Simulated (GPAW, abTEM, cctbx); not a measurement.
# Ca6HfTi: the scripts behind a bonding study

Short scripts, each with its output. The start was made by putting kin elements into a known structure type; the compound need not exist, or be stable, in this form.

**1. Build the all-electron density and subtract free atoms**

```text
cell
1.0
     5.416329880    0.000000000    0.000000000
     0.000000000   -7.281367240    0.000000000
     0.000000000    3.640683620   -6.959656520
Hf Ti Ca
1 1 6
Direct
0.500000000 0.294627950 0.589255900
0.000000000 0.208036320 0.416072640
0.500000000 0.824974710 0.649949420
0.500000000 0.852258740 0.167954360
0.500000000 0.315695620 0.167954360
0.000000000 0.675439710 0.350879420
0.000000000 0.642750630 0.824309660
0.000000000 0.181559030 0.824309660
```

```python
import numpy as np
from ase.io import read
from ase.units import Bohr
from gpaw import GPAW, PW, FermiDirac
from gpaw.calculator import GPAW as OldGPAW
from gpaw.mpi import serial_comm, world
from scipy.special import erfc
from scipy.spatial import cKDTree

atoms = read("cell.vasp")
atoms.calc = GPAW(mode=PW(450), xc="PBE", kpts={"size": (5, 4, 4), "gamma": True},
                 occupations=FermiDirac(0.1), maxiter=120, symmetry={"tolerance": 1e-5}, txt="scf.txt")
atoms.get_potential_energy()
rho = atoms.calc.get_all_electron_density(gridrefinement=2)
moments = atoms.get_magnetic_moments() if atoms.calc.get_number_of_spins() == 2 else np.zeros(len(atoms))
total = atoms.get_magnetic_moment() if moments.any() else 0.0
if world.rank == 0:
    free = OldGPAW(mode=PW(450), xc="PBE", txt=None, communicator=serial_comm)
    neutral = atoms.copy()
    neutral.set_initial_magnetic_moments(None)
    free.initialize(neutral)
    free.set_positions(neutral)
    drho = rho - free.get_all_electron_density(gridrefinement=2)
    # GPAW starts from confined atoms: exchange their smooth part for that of the datasets' free atoms
    h = np.stack(np.meshgrid(*[np.fft.fftfreq(n, 1 / n) for n in drho.shape], indexing="ij"), -1)
    gabs = np.linalg.norm(h @ atoms.cell.reciprocal(), axis=-1)
    tails = np.fft.fftn(free.get_pseudo_density(gridrefinement=2))
    g, form, v0 = np.linspace(0, gabs.max(), 1500), {}, 0
    for e in set(atoms.symbols):
        idx = atoms.symbols.search(e)
        d = free.setups[idx[0]].data
        r, w = d.rgd.r_g * Bohr, d.rgd.r_g**2 * d.rgd.dr_g
        j0 = np.sinc(2 * g[:, None] * r)
        smooth = sum(f * p**2 for f, p in zip(d.f_j, d.phit_jg)) + np.sqrt(4 * np.pi) * d.nct_g
        full = sum(f * p**2 for f, p in zip(d.f_j, d.phi_jg)) + np.sqrt(4 * np.pi) * d.nc_g
        phase = sum(np.exp(-2j * np.pi * h @ s) for s in atoms.get_scaled_positions()[idx])
        tails -= np.interp(gabs, g, j0 @ (smooth * w)) * phase * drho.size / atoms.get_volume()
        form[e] = j0 @ (full * w)
        v0 += 2 * np.pi / 3 * 14.3996 * (full * w * r**2).sum() * len(idx)  # V A^3
    tails *= 0.5 * erfc((gabs - 1.8) / 0.25)  # the tails differ at long wavelengths alone
    drho += np.fft.ifftn(tails).real  # crystal minus superposed spherical free atoms
    np.save("drho.npy", drho)
    dv = atoms.get_volume() / drho.size
    print("grid", drho.shape, " electrons %.3f" % (rho.sum() * dv), " moved by bonding %.3f e" % (abs(drho).sum() * dv / 2))
    pts = np.indices(drho.shape).reshape(3, -1).T / drho.shape @ atoms.cell
    shifts = (np.indices((3, 3, 3)).reshape(3, -1).T - 1) @ atoms.cell
    images = (atoms.positions[None] + shifts[:, None]).reshape(-1, 3)
    dist, idx = cKDTree(images).query(pts, k=4)
    out = drho.ravel()[dist[:, 0] > 0.5]
    print("deformation density beyond 0.5 A of the nuclei: max %.3f, min %.3f e/A^3" % (out.max(), out.min()))
    tie = dist < dist[:, :1] + 1e-4
    q = -np.bincount((idx % len(atoms))[tie], (drho.ravel()[:, None] / tie.sum(1, keepdims=True) * tie)[tie], len(atoms)) * dv
    print("atom        x       y       z   Voronoi charge  moment")
    for a, s, c, m in zip(atoms, atoms.get_scaled_positions(), q, moments):
        print("%-2s%-3d %7.4f %7.4f %7.4f %10.3f %10.2f" % (a.symbol, a.index + 1, *s, c, m))
    np.savez("free.npz", g=g, **form)
    print("mean inner potential of superposed free atoms %.3f V" % (v0 / atoms.get_volume()))
    print("total magnetic moment %.3f muB" % total)
```

```console
$ OMP_NUM_THREADS=1 mpirun -n 4 gpaw python run.py > gpaw.log
```

```text
gpts.py:43: UserWarning: Initial realspace grid (27,36,40) inconsistent with symmetries.
gpts.py:43: UserWarning: Initial realspace grid (27,36,40) inconsistent with symmetries.
gpts.py:43: UserWarning: Initial realspace grid (27,36,40) inconsistent with symmetries.
gpts.py:43: UserWarning: Initial realspace grid (27,36,40) inconsistent with symmetries.
gpts.py:70: UserWarning: Using symmetrized grid: (27,40,40).
gpts.py:70: UserWarning: Using symmetrized grid: (27,40,40).
gpts.py:70: UserWarning: Using symmetrized grid: (27,40,40).
gpts.py:70: UserWarning: Using symmetrized grid: (27,40,40).
grid (54, 80, 80)  electrons 214.000  moved by bonding 1.325 e
deformation density beyond 0.5 A of the nuclei: max 0.132, min -0.133 e/A^3
atom        x       y       z   Voronoi charge  moment
Hf1    0.5000  0.2946  0.5893      0.047       0.00
Ti2    0.0000  0.2080  0.4161     -0.153       0.00
Ca3    0.5000  0.8250  0.6499      0.001       0.00
Ca4    0.5000  0.8523  0.1680      0.022       0.00
Ca5    0.5000  0.3157  0.1680      0.022       0.00
Ca6    0.0000  0.6754  0.3509      0.037       0.00
Ca7    0.0000  0.6428  0.8243      0.012       0.00
Ca8    0.0000  0.1816  0.8243      0.012       0.00
mean inner potential of superposed free atoms 13.439 V
total magnetic moment 0.000 muB
```

Time: 63 s on 4 cores of Arm Neoverse V2 (shared host), peak memory 1.2 GiB.

**2. Fourier-transform the difference**

```python
from cctbx import adptbx, crystal, miller, xray
from cctbx.eltbx import tiny_pse
import numpy as np

cs = crystal.symmetry(unit_cell=(5.4163, 7.2814, 13.9193, 90, 90, 90), space_group_symbol='Hall: A 2 -2')  # Amm2
atoms = [  # label, site, U (iso, or U11 U22 U33 U12 U13 U23 in A^2), occupancy
    ("Hf1", (0.5, 0.5, 0.20537), 0.0000, 1),
    ("Ti1", (0, 0.5, 0.29196), 0.0000, 1),
    ("Ca1", (0.5, 0, 0.17503), 0.0000, 1),
    ("Ca2", (0.5, 0.73172, 0.41602), 0.0000, 1),
    ("Ca3", (0, 0, 0.32456), 0.0000, 1),
    ("Ca4", (0, 0.2694, 0.08785), 0.0000, 1),
]
xs = xray.structure(crystal_symmetry=cs)
for label, site, u, occ in atoms:
    u = adptbx.u_cif_as_u_star(cs.unit_cell(), u) if isinstance(u, tuple) else u
    xs.add_scatterer(xray.scatterer(label, site=site, u=u, occupancy=occ))
xs.scattering_type_registry(table="wk1995")
drho = np.load("drho.npy")
T = np.array([[1, 0, 0], [0, -1, 0], [0, -1, -2]])  # conventional axes in terms of the primitive ones
dF = np.fft.ifftn(drho) * 548.95386  # electrons a conventional cell, indexed by primitive hkl
ms = miller.build_set(cs, anomalous_flag=False, d_min=0.9).sort("resolution")
iam = ms.structure_factors_from_scatterers(xs, algorithm="direct").f_calc()
p1 = xs.expand_to_p1()
z = np.array([tiny_pse.table(sc.scattering_type).atomic_number() for sc in p1.scatterers()])
x = np.array(p1.sites_frac())
free = np.load("free.npz")
print("static structure factors of the conventional cell: F in electrons, V (Mott-Bethe) in volts")
print("   h  k  l      d  |F| table  |F| free   |F| DFT   change   |V| free  |V| DFT  change %")
for h, d, table in list(zip(ms.indices(), ms.d_spacings().data(), iam.data()))[:16]:
    df = dF[tuple(np.rint(np.linalg.solve(T, h)).astype(int))]
    phase = np.exp(2j * np.pi * x @ h)
    f = sum(np.interp(1 / d, free["g"], free[sc.scattering_type]) * p for sc, p in zip(p1.scatterers(), phase))
    fz = (z * phase).sum()
    c = 14.3996 * d * d / (np.pi * cs.unit_cell().volume())
    v0, v1 = abs(fz - f) * c, abs(fz - f - df) * c
    print("%4d%3d%3d %7.4f %9.3f %9.3f %9.3f %8.3f %9.3f %8.3f %8s" % (h + (d, abs(table), abs(f), abs(f + df), abs(f + df) - abs(f), v0, v1, "%.1f" % (100 * (v1 / v0 - 1)) if v0 > 0.02 else "-")))
```

```console
$ python run.py
```

```text
static structure factors of the conventional cell: F in electrons, V (Mott-Bethe) in volts
   h  k  l      d  |F| table  |F| free   |F| DFT   change   |V| free  |V| DFT  change %
   0  0  2  6.9597   138.768   138.725   139.377    0.652     1.871    1.597    -14.7
   0  1  1  6.4519   119.616   119.484   119.887    0.404     1.095    0.954    -12.8
   1  0  0  5.4163    97.196    97.100    96.965   -0.135     0.710    0.743      4.7
   1  0  2  4.2744    81.489    81.394    81.006   -0.388     0.682    0.646     -5.3
   1  1  1  4.1483    91.191    91.151    90.907   -0.244     0.834    0.834      0.1
   0  1  3  3.9129   113.780   113.732   113.667   -0.064     1.110    1.114      0.4
   0  2  0  3.6407   105.665   105.538   105.447   -0.091     0.767    0.777      1.3
   0  0  4  3.4798    90.363    90.403    90.200   -0.203     1.437    1.443      0.4
   0  2  2  3.2260   237.566   237.585   237.389   -0.195     4.193    4.209      0.4
   1  1  3  3.1718    84.230    84.156    83.556   -0.600     0.400    0.427      7.0
   1  2  0  3.0215    91.987    92.006    91.789   -0.217     0.589    0.606      2.8
   1  0  4  2.9277   303.837   303.779   303.296   -0.482     5.473    5.507      0.6
   1  2  2  2.7716   245.696   245.642   245.667    0.026     4.382    4.380     -0.1
   2  0  0  2.7081   333.603   333.431   333.105   -0.326     5.791    5.811      0.3
   0  1  5  2.6003   116.634   116.586   116.533   -0.053     1.465    1.469      0.3
   2  0  2  2.5238   121.645   121.436   120.527   -0.909     1.172    1.223      4.4
```

Time: 0.23 s on 1 core of Arm Neoverse V2 (shared host), peak memory 0.09 GiB.

**3. Rock the beam across one reflection**

```python
import abtem
import numpy as np
from ase.build import make_supercell
from ase.io import read

abtem.config.set({"dask.lazy": False, "fft": "fftw", "diagnostics.progress_bar": False})
M = [[0, -1, 0], [0, -1, -2], [1, 0, 0]]  # rows: x, y and beam direction in the primitive cell's axes
unit = make_supercell(read("cell.vasp"), M)
unit.set_cell(list(unit.cell.lengths()) + [90, 90, 90], scale_atoms=True)
unit.positions[:, 2] += 0.6770  # keeps atomic planes off the slice boundaries
unit.wrap()
slab = unit * (1, 1, 128)
print(slab.get_chemical_formula(), "| box %.2f x %.2f x %.2f A" % tuple(slab.cell.lengths()))

# change of the potential by bonding, from the DFT deformation density (Poisson's equation term by term)
drho = np.load("drho.npy")
prim = read("cell.vasp")
h = np.stack(np.meshgrid(*[np.fft.fftfreq(n, 1 / n) for n in drho.shape], indexing="ij"), -1).reshape(-1, 3).astype(int)
g2 = ((h @ prim.cell.reciprocal()) ** 2).sum(1)
keep = (g2 > 0) & (g2 < 2.5**2)
shape = (162, 310, 32)
vg = np.zeros(shape, complex)
hm = h[keep] @ np.array(M).T
move = np.exp(-2j * np.pi * hm[:, 2] * (0.6770 / unit.cell[2, 2] - 0.5 / shape[2]))  # the same shift, sampled at mid-points
vg[tuple(hm.T % np.array(shape)[:, None])] = -14.3996 / np.pi * (np.fft.fftn(drho).ravel() / drho.size)[keep] / g2[keep] * move
dV = np.fft.ifftn(vg).real * vg.size
dV = dV.reshape(162, 310, 4, 8).mean(3) * unit.cell[2, 2] / 4  # V A, projected in each slice
dV = np.tile(dV.transpose(2, 0, 1), (128, 1, 1))


def build(atoms):
    p = abtem.Potential(atoms, gpts=(162, 310), slice_thickness=[slab.cell[2, 2] / 512] * 512,
                        parametrization="lobato", projection="infinite", exit_planes=128).build()
    p.array[:] += BONDING * dV
    return p


def potentials():
    yield build(slab)  # atoms at rest


for label, BONDING in (("IAM", 0.0), ("DFT", 1.0)):
    print("=====", label)
    potential = build(slab)
    print("grid", potential.gpts, "slices", potential.num_slices)
    thickness = potential.exit_thicknesses
    h = np.array(M) @ np.linalg.solve(np.array([[1, 0, 0], [0, -1, 0], [0, -1, -2]]), [0, 0, 2])
    ix, iy = round(h[0]) * 1, round(h[1]) * 1
    gxy = h[:2] / unit.cell.lengths()[:2]
    along = gxy / np.hypot(*gxy)
    across = np.array([-along[1], along[0]])
    bragg = 500 * abtem.PlaneWave(energy=200000).wavelength * np.hypot(*gxy)
    print("Bragg angle %.3f mrad; beam tilted 37 mrad off the zone axis across the row" % bragg)
    print("dark-field intensity of 0 0 2 against tilt along the row, in Bragg angles")
    print("  t (A)" + "".join("%8.2f" % s for s in [0.2, 0.4, 0.6, 0.8, 1.0, 1.2, 1.4, 1.6, 1.8, 2.0, 2.2, 2.4, 2.6]))
    rows = []
    row = [(n * ix, n * iy) for n in range(-8, 9)]
    for s in [0.2, 0.4, 0.6, 0.8, 1.0, 1.2, 1.4, 1.6, 1.8, 2.0, 2.2, 2.4, 2.6]:
        tilt = -s * bragg * along + 37 * across
        dp = abtem.PlaneWave(energy=200000, tilt=tuple(tilt)).multislice(potential).diffraction_patterns(max_angle="valid").array
        rows.append(dp[:, dp.shape[1] // 2 + ix, dp.shape[2] // 2 + iy])
        if s == 1.0:
            cx, cy = dp.shape[1] // 2, dp.shape[2] // 2
            share = sum(dp[:, cx + i, cy + j] for i, j in row if abs(i) < cx and abs(j) < cy) / dp.sum(axis=(1, 2))
            total = dp.sum(axis=(1, 2))
    for t, a in list(zip(thickness, np.array(rows).T))[1:]:
        print("%7.1f" % t + "".join("%8.4f" % v for v in a))
    print("at the Bragg tilt, share in the row:", share[1:].round(3).tolist(), "total:", total[1:].round(3).tolist())
```

```console
$ python run.py
```

```text
Ca1536Hf256Ti256 | box 7.28 x 13.92 x 693.29 A
===== IAM
grid (162, 310) slices 512
Bragg angle 1.802 mrad; beam tilted 37 mrad off the zone axis across the row
dark-field intensity of 0 0 2 against tilt along the row, in Bragg angles
  t (A)    0.20    0.40    0.60    0.80    1.00    1.20    1.40    1.60    1.80    2.00    2.20    2.40    2.60
  173.3  0.0013  0.0012  0.0011  0.0011  0.0011  0.0011  0.0011  0.0012  0.0013  0.0014  0.0015  0.0017  0.0018
  346.6  0.0136  0.0149  0.0160  0.0168  0.0172  0.0168  0.0160  0.0148  0.0135  0.0123  0.0113  0.0106  0.0103
  520.0  0.0306  0.0383  0.0506  0.0625  0.0677  0.0624  0.0504  0.0382  0.0306  0.0279  0.0281  0.0301  0.0327
  693.3  0.0401  0.0560  0.0741  0.0867  0.0912  0.0866  0.0739  0.0561  0.0404  0.0339  0.0377  0.0511  0.0633
at the Bragg tilt, share in the row: [0.777999997138977, 0.6000000238418579, 0.5370000004768372, 0.4729999899864197] total: [0.9990000128746033, 0.9980000257492065, 0.9959999918937683, 0.9950000047683716]
===== DFT
grid (162, 310) slices 512
Bragg angle 1.802 mrad; beam tilted 37 mrad off the zone axis across the row
dark-field intensity of 0 0 2 against tilt along the row, in Bragg angles
  t (A)    0.20    0.40    0.60    0.80    1.00    1.20    1.40    1.60    1.80    2.00    2.20    2.40    2.60
  173.3  0.0026  0.0025  0.0024  0.0023  0.0023  0.0024  0.0024  0.0025  0.0026  0.0028  0.0029  0.0031  0.0033
  346.6  0.0184  0.0200  0.0214  0.0223  0.0227  0.0223  0.0213  0.0199  0.0184  0.0170  0.0159  0.0154  0.0152
  520.0  0.0331  0.0412  0.0541  0.0667  0.0722  0.0665  0.0538  0.0410  0.0331  0.0303  0.0305  0.0328  0.0356
  693.3  0.0372  0.0524  0.0701  0.0832  0.0882  0.0830  0.0696  0.0522  0.0374  0.0315  0.0349  0.0478  0.0594
at the Bragg tilt, share in the row: [0.777999997138977, 0.6050000190734863, 0.5580000281333923, 0.5070000290870667] total: [0.9990000128746033, 0.9980000257492065, 0.996999979019165, 0.9959999918937683]
```

Time: 53 s.

[Outputs are excerpts: Python notices, other lines and further rows are left out; steps that failed or that the build refused (PBEsol, TPSS) are not shown.]

[Logs are printed without paths, hosts, clocks, repeated set-up lines and the standing remarks that a program may print on its own settings, such as how far it seeks lower states.]
